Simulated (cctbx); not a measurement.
# Er2CdGa3 across an absorption edge

Space group P6_3/mmc (no. 194), a = 5.7440 Å, b = 5.7440 Å, c = 8.8240 Å, α = 90.00°, β = 90.00°, γ = 120.00°.

```
atom  mult.       x       y       z  Ueq (Å²)
 Er1      4     1/3     2/3  0.0668    0.0109
 Cd1      2       0       0     1/2    0.0094
 Ga1      6  0.8345  0.1655     1/4    0.0187
```

This is a model crystal, built by substitution and not relaxed, with assumed displacement parameters.

Calculated with cctbx: free-atom f′ and f″ from the Sasaki tables, no fine structure; amplitudes in electrons.

```
E (eV)  F 1 1 2  F 0 0 2  F 0 1 4  F 1 1 0
 26111    257.7     77.6     96.9    248.8
 26461    256.2     76.1     95.3    247.2
 26591    254.8     74.7     94.0    245.8
 26651    253.6     73.4     92.8    244.6
 26681    252.4     72.2     91.6    243.3
 26696    251.2     70.9     90.4    242.1
 26703    250.2     69.9     89.4    241.1
 26707    249.0     68.7     88.2    239.9
 26715    247.5     67.5     86.9    238.5
 26719    249.3     69.2     88.6    240.2
 26726    251.0     71.0     90.3    241.9
 26741    252.4     72.4     91.7    243.4
 26771    253.8     73.8     93.1    244.8
 26861    255.6     75.7     94.8    246.6
 27111    257.4     77.6     96.8    248.4
```

**Question.** Which edge is crossed, and why do the reflections move as they do?

The K edge of Cd. The edge is at 26711 eV. f′ of Cd falls from -4.8 e at 26591 eV to -7.8 e at 4 eV below it, and f″ steps from 0.56 to 3.60 e across it. Over that approach |F| changes by -2 % (1 1 2), -8 % (0 0 2), -6 % (0 1 4) and -2 % (1 1 0): a reflection falls where Cd scatters in phase with the total and rises where it scatters against it; it hardly moves where the Cd term is small or cancels by symmetry. Above the edge the larger f″ enters the imaginary part, where it can add to or cancel the other atoms' f″. The structure is centrosymmetric, so Friedel mates stay equal.

[Logs are printed without paths, hosts, clocks, repeated set-up lines and the standing remarks that a program may print on its own settings, such as how far it seeks lower states.]
